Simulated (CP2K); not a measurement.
Consider 4-methoxypyridine at its PBE geometry (Å).

```xyz
15

C    -2.4492    0.4084    0.2748
O    -1.3226    0.9389   -0.4424
C    -0.1101    0.3375   -0.2458
C     0.9832    0.8930   -0.9292
C     2.2348    0.3059   -0.7726
N     2.4813   -0.7756   -0.0028
C     1.4225   -1.2815    0.6485
C     0.1178   -0.7785    0.5712
H    -3.2978    1.0421   -0.0003
H    -2.2860    0.4602    1.3616
H    -2.6551   -0.6322   -0.0190
H     0.8416    1.7677   -1.5621
H     3.0970    0.7242   -1.2975
H     1.6201   -2.1536    1.2777
H    -0.6776   -1.2564    1.1382
```

Method: CP2K XAS_TDP, all-electron GAPW, PBEh(45%), aug-cc-pVDZ, TDA, no relativity.

Where do the C K-edge lines lie, and how strong are they?

Leading lines: C1 285.09 eV, C3 283.01 eV, C4 281.51 eV and C5 281.77 eV. The leading line of an atom is its first one with 35 % of the strongest within 2.5 eV of its lowest line over the strength cut. 

The first six lines of each atom with a strength over 0.0015:

| atom | energy (eV) | states | strength, one atom |
| --- | --- | --- | --- |
| C1 (bonded to O and 3 H) | 285.09 | 1 | 0.0403 |
|  | 285.78 | 1 | 0.0122 |
|  | 286.04 | 1 | 0.0048 |
|  | 286.13 | 1 | 0.0254 |
|  | 286.44 | 1 | 0.0093 |
|  | 287.11 | 1 | 0.0029 |
| C3 (bonded to 2 C and O) | 283.01 | 1 | 0.0638 |
|  | 286.74 | 1 | 0.0138 |
|  | 286.78 | 1 | 0.0063 |
|  | 287.41 | 1 | 0.0015 |
|  | 288.76 | 1 | 0.0043 |
|  | 288.99 | 1 | 0.0036 |
| C4 (bonded to 2 C and H) | 281.51 | 1 | 0.0470 |
|  | 284.39 | 1 | 0.0109 |
|  | 285.07 | 1 | 0.0023 |
|  | 285.57 | 1 | 0.0023 |
|  | 286.37 | 1 | 0.0045 |
|  | 286.74 | 1 | 0.0041 |
| C5 (bonded to C, N and H) | 281.77 | 1 | 0.0581 |
|  | 285.25 | 1 | 0.0113 |
|  | 286.02 | 1 | 0.0020 |
|  | 286.67 | 1 | 0.0017 |
|  | 287.23 | 1 | 0.0022 |
|  | 287.60 | 1 | 0.0031 |

Lines are vertical, at one geometry, with no vibrational structure. Without a correction of the core level, line positions, and the gaps between valence and Rydberg lines, follow the share of exact exchange. At this level such K lines come out 3 to 6 eV under measured ones. Atoms with the same bonds but other surroundings in this conformer are left out. These values hold no scalar relativity, about 0.1 eV for C 1s. Rydberg lines, and the discretised continuum above threshold, depend on the basis and the box.

[Banner, clock and machine lines of the logs are left out without a mark of their own.]

[Logs are printed without paths, hosts, clocks, repeated set-up lines and the standing remarks that a program may print on its own settings, such as how far it seeks lower states.]

[Hosts, paths, dates, database ids (printed as entryN), source tags and the programs' standing remarks are cut or masked in the printed files.]
